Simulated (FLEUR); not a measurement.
# Energy mapping worked by hand: GdBi

Can a spin model with one coupling foretell the energy of a further order of GdBi?

Program: FLEUR MaX-R8.1. Level of theory: LDA (VWN) with U = 6.7 eV, J = 0.7 eV on Gd f; all-electron FLAPW, Dirac cores, scalar-relativistic bands. Results are calculated unless marked as measured.

## 1. Set-up

The structure is cubic, space group Fm-3m (No. 225). The conventional cell has a = 6.388 Å, b = 6.388 Å, c = 6.388 Å, α = 90.00°, β = 90.00°, γ = 90.00°. Nearest to Gd lie 6 Bi at 3.19 Å. Bi has 6 Gd at 3.19 Å nearest. Farther neighbours are not listed.

Coordinates:

```cif
data_structure
_symmetry_space_group_name_H-M 'P 1'
_symmetry_Int_Tables_number 1
_cell_length_a 4.5172
_cell_length_b 4.5172
_cell_length_c 4.5172
_cell_angle_alpha 60.000
_cell_angle_beta 60.000
_cell_angle_gamma 60.000
_cell_volume 65.18
loop_
_atom_site_label
_atom_site_type_symbol
_atom_site_fract_x
_atom_site_fract_y
_atom_site_fract_z
_atom_site_occupancy
Gd1 Gd 0.00000 0.00000 0.00000 1
Bi2 Bi 0.50000 0.50000 0.50000 1
```

The cell comes from a database of computed structures and need not be the stable phase.

## 2. The parallel order

All energies count from this run. A Hubbard U acts on the open shell, since semilocal functionals spread its electrons too much.

The file n_mmp_mat seeds the f occupations with whole cubic orbitals by Hund's first rule, so that the U acts from the first pass. inpgen writes inp.xml from crystal.txt; cutoffs, mixing, functional, smearing and local orbitals are then set in the file. The k list default-1 (kpts.xml, not shown) is a Γ-centred 8×8×8 mesh; where the ranks do not divide the number of points, some are split in two of half the weight.

inp.xml

```
<?xml version="1.0" encoding="UTF-8" standalone="no"?>
<fleurInput fleurInputVersion="0.39">
   <comment>
      GdBi
   </comment>
   <calculationSetup>
      <cutoffs Kmax="3.6" Gmax="10.8" GmaxXC="10.8" numbands="0"/>
      <scfLoop itmax="130" minDistance="0.0001" maxIterBroyd="15" imix="Anderson" alpha="0.05" precondParam="0.0" spinf="2.0" sdNocoIR="T"/>
      <coreElectrons ctail="T" frcor="F" kcrel="0" coretail_lmax="0"/>
      <xcFunctional name="vwn" relativisticCorrections="F"/>
      <magnetism jspins="2"/>
      <soc l_soc="F" theta="0.0" phi="0.0" spav="F"/>
      <expertModes spex="0" secvar="F"/>
      <geometryOptimization l_f="F" forcealpha="1.0" forcemix="BFGS" epsdisp="0.00001" epsforce="0.00001"/>
      <ldaU l_linMix="F" mixParam="0.05" spinf="1.0"/>
   </calculationSetup>
   <cell>
      <bzIntegration valenceElectrons="33.0" mode="hist" fermiSmearingEnergy="0.00293995">
         <kPointListSelection listName="default-1"/>
         <xi:include xmlns:xi="http://www.w3.org/2001/XInclude" href="kpts.xml"> </xi:include>
      </bzIntegration>
      <xi:include xmlns:xi="http://www.w3.org/2001/XInclude" href="sym.xml"> </xi:include>
      <bulkLattice scale="1.0">
         <bravaisMatrix>
            <row-1>    0.0000000000000000     6.0360663268281591     6.0360663268281591</row-1>
            <row-2>    6.0360663268281591     0.0000000000000000     6.0360663268281591</row-2>
            <row-3>    6.0360663268281591     6.0360663268281591     0.0000000000000000</row-3>
         </bravaisMatrix>
      </bulkLattice>
   </cell>
   <atomSpecies>
      <species name="Gadolinium7.001" element="Gd" atomicNumber="64">
         <mtSphere radius="2.8" gridPoints="925" logIncrement="0.014"/>
         <atomicCutoffs lmax="10" lnonsphr="8"/>
         <electronConfig flipSpins="F">
            <coreConfig>(1s1/2) (2s1/2) (2p1/2) (2p3/2) (3s1/2) (3p1/2) (3p3/2) (4s1/2) (3d3/2) (3d5/2) (4p1/2) (4p3/2) (4d3/2) (4d5/2)</coreConfig>
            <valenceConfig>(5s1/2) (5p1/2) (5p3/2) (6s1/2) (4f5/2) (4f7/2) (5d3/2) (5d5/2)</valenceConfig>
            <stateOccupation state="(4f5/2)" spinUp="2.5005" spinDown="0.4995"/>
            <stateOccupation state="(4f7/2)" spinUp="4.0" spinDown="0.0"/>
            <stateOccupation state="(5d3/2)" spinUp="0.4" spinDown="0.0"/>
            <stateOccupation state="(5d5/2)" spinUp="0.6" spinDown="0.0"/>
         </electronConfig>
         <energyParameters s="6" p="6" d="5" f="4"/>
         <ldaU l="3" U="6.7" J="0.7" l_amf="F"/>
         <lo type="SCLO" l="0" n="5" eDeriv="0"/>
         <lo type="SCLO" l="1" n="5" eDeriv="0"/>
      </species>
      <species name="Bismuth (Bi)" element="Bi" atomicNumber="83">
         <mtSphere radius="2.8" gridPoints="925" logIncrement="0.015"/>
         <atomicCutoffs lmax="10" lnonsphr="8"/>
         <electronConfig flipSpins="F">
            <coreConfig>(1s1/2) (2s1/2) (2p1/2) (2p3/2) (3s1/2) (3p1/2) (3p3/2) (4s1/2) (3d3/2) (3d5/2) (4p1/2) (4p3/2) (5s1/2) (4d3/2) (4d5/2) (5p1/2) (5p3/2) (4f5/2) (4f7/2)</coreConfig>
            <valenceConfig>(6s1/2) (5d3/2) (5d5/2) (6p1/2) (6p3/2)</valenceConfig>
            <stateOccupation state="(6p1/2)" spinUp="0.500000" spinDown="0.500000"/>
            <stateOccupation state="(6p3/2)" spinUp="1.000000" spinDown="1.000000"/>
         </electronConfig>
         <energyParameters s="6" p="6" d="6" f="5"/>
         <lo type="SCLO" l="2" n="5" eDeriv="0"/>
      </species>
   </atomSpecies>
   <atomGroups>
      <atomGroup species="Gadolinium7.001">
         <relPos label="                   1">.0000000000 .0000000000 .0000000000</relPos>
         <force calculate="T" relaxXYZ="TTT"/>
      </atomGroup>
      <atomGroup species="Bismuth (Bi)">
         <relPos label="                   2">1.000/2.000 1.000/2.000 1.000/2.000</relPos>
         <force calculate="T" relaxXYZ="TTT"/>
      </atomGroup>
   </atomGroups>
   <output dos="F" band="F" slice="F">
      <bandDOS minEnergy="-.5*Htr" maxEnergy="0.5*Htr" sigma="0.015" storeEVData="T"/>
      <plotting iplot="0" polar="F">
         <plot TwoD="T" vec1="  1.0  0.0  0.0" vec2="  0.0  1.0  0.0" vec3="  0.0  0.0  1.0" zero="  0.0  0.0  0.0" file="plot"/>
      </plotting>
      <moessbauerParams electricFieldGradient="F" isomerShift="F" coreHyperfine="F" valenceHyperfine="F"/>
   </output>
</fleurInput>
```

crystal.txt

```
GdBi
&input film=F cartesian=F /
0.00000000000  3.19414874370  3.19414874370
3.19414874370  0.00000000000  3.19414874370
3.19414874370  3.19414874370  0.00000000000
1.8897261246
1.0 1.0 1.0

2
64 0.00000000000  0.00000000000  0.00000000000 : 7.001
83 0.50000000000  0.50000000000  0.50000000000

&kpt div1=8 div2=8 div3=8 gamma=T /
```

Started as:

```console
OMP_NUM_THREADS=1 inpgen -f crystal.txt > inpgen.log  # inp.xml is then edited as shown
OMP_NUM_THREADS=1 mpirun -n 4 fleur_MPI > fleur.log
```

The program printed:

```text
Welcome to FLEUR        (www.flapw.de)
      MaX-Release 8.1          (www.max-centre.eu)

 ========== k-point set info ==========
 Selected k-point list: default-1
 k-point list type: mesh
 0 x 0 x 0
 Number of k points: 32

 [... set-up left out ...]
 Iteration:     1   Distance:      19.35762223 me/bohr^3
 Iteration:     2   Distance:      18.50625959 me/bohr^3
 Iteration:     3   Distance:       4.32027424 me/bohr^3
 Iteration:     4   Distance:       2.08424258 me/bohr^3
 Iteration:     5   Distance:       0.89547111 me/bohr^3
[...]
[... left out ...]
            <freeEnergy value="-32843.1748255505"/>
            <extrapolationTo0K value="-32843.1746682525"/>
         </totalEnergy>
         [... left out ...]
         <ldaUDensityMatrixConvergence>
            <distance spin="1" distance="0.000000"/>
            <distance spin="2" distance="0.000001"/>
         </ldaUDensityMatrixConvergence>
         <densityConvergence units="me/bohr^3">
            <chargeDensity spin="1" distance="0.0000416189"/>
            <chargeDensity spin="2" distance="0.0000455047"/>
            <overallChargeDensity distance="0.0000734066"/>
            <spinDensity distance="0.0000470859"/>
         </densityConvergence>
      </iteration>
```

The job ended after 18 s (4 MPI ranks of Intel Xeon Platinum 8488C (Sapphire Rapids), shared host; peak memory 0.26 GiB; 70 s of CPU time).

Spin moment in the muffin-tin sphere by atom:

```
atom  spin moment in the muffin-tin sphere (μB)
 Gd1                                       7.07
 Bi2                                      -0.06
```

Read from the output:

```yaml
free_energy: -893708.3157 eV
program_s_band_gap_on_this_mesh_in_a_metal_only_a_level_spacing: 0.01304 eV
magnetization: 7.036 μB
final_state: ferromagnetic, with opposed induced moments
```

After 17 cycles the largest moment stands at 7.07 μB.

## 3. The orders used for the fit

The other orders were run with the same settings, on meshes that hold the same points. Free energies are divided by the number of Gd atoms; q is in fractions of the reciprocal vectors of the first run's cell.

```
              order  atoms   mesh  free energy (eV)     eV per Gd  largest moment (μB)
                F +      2  8×8×8      -893708.3157  -893708.3157                 7.07
AF q=(0,1/2,1/2) +-      4  8×4×8     -1787416.6457  -893708.3229                 7.10
```

## 4. Counting neighbours

With E = −Σ J e_i·e_j over ordered pairs of unit vectors, turning a neighbour from parallel to opposed costs 2J a Gd atom. So an order lies 2 Σ n J over the parallel one, n being the opposed neighbours in each shell.

```
shell  distance (Å)  neighbours  opposed in AF q=(0,1/2,1/2) +-  opposed in AF q=(0,0,1/2) +-
   J1          4.52          12                               8                             6
   J2          6.39           6                               0                             6
```

Only J1 is kept.

## 5. Solving

```
2 × 8 × J1 = -7.1 meV    (AF q=(0,1/2,1/2) +-)
J1 = -0.44 meV
```

## 6. The test

The couplings now give the orders that were left out:

```
2 × 6 × (-0.44) = -5.3 meV    (AF q=(0,0,1/2) +-)
```

The runs themselves:

```
            order  atoms   mesh  free energy (eV)     eV per Gd  largest moment (μB)  over the parallel order (meV)  foretold (meV)
AF q=(0,0,1/2) +-      4  8×8×4     -1787416.6605  -893708.3302                 7.13                          -14.5            -5.3
```

## 7. One more shell

One try is to add the next shell, though changing moments can also cause the miss. Both differences then fix both couplings, and no order is left for a test.

```
2 × 8 × J1 = -7.1 meV    (AF q=(0,1/2,1/2) +-)
2 × 6 × J1 + 2 × 6 × J2 = -14.5 meV    (AF q=(0,0,1/2) +-)
J1 = -0.44 meV
J2 = -0.76 meV
```

## 8. Outcome

| Quantity | Value |
| --- | --- |
| effective coupling of the reversed pairs, counted on J1 (Gd–Gd at 4.52 Å) | -0.44 meV |
| largest miss on the orders left out | 9.2 meV |
| J1 with two shells | -0.44 meV |
| J2 with two shells | -0.76 meV |

The model misses the order left out by 9.2 meV, 64 % of the largest distance from the parallel order, so it fails: these couplings alone don't describe the crystal. With the next shell added the couplings are J1 = -0.44 and J2 = -0.76 meV, untested. The largest moments of the orders differ by 0.80 % of the greatest. One difference fixes one number: it sums all reversed shells and need not be the coupling of the nearest one, even in sign. The f shell is half filled, so the spin-only picture is fair.

[Logs and program files are shortened in this print: banners, set-up blocks, solver, clock and traceback lines can be left out without a mark of their own.]

[Logs are printed without paths, hosts, clocks, repeated set-up lines and the standing remarks that a program may print on its own settings, such as how far it seeks lower states.]

[Hosts, paths, dates, database ids (printed as entryN), source tags and the programs' standing remarks are cut or masked in the printed files.]

[Where a cell is said to come from a database of computed structures, the database is the Materials Project.]
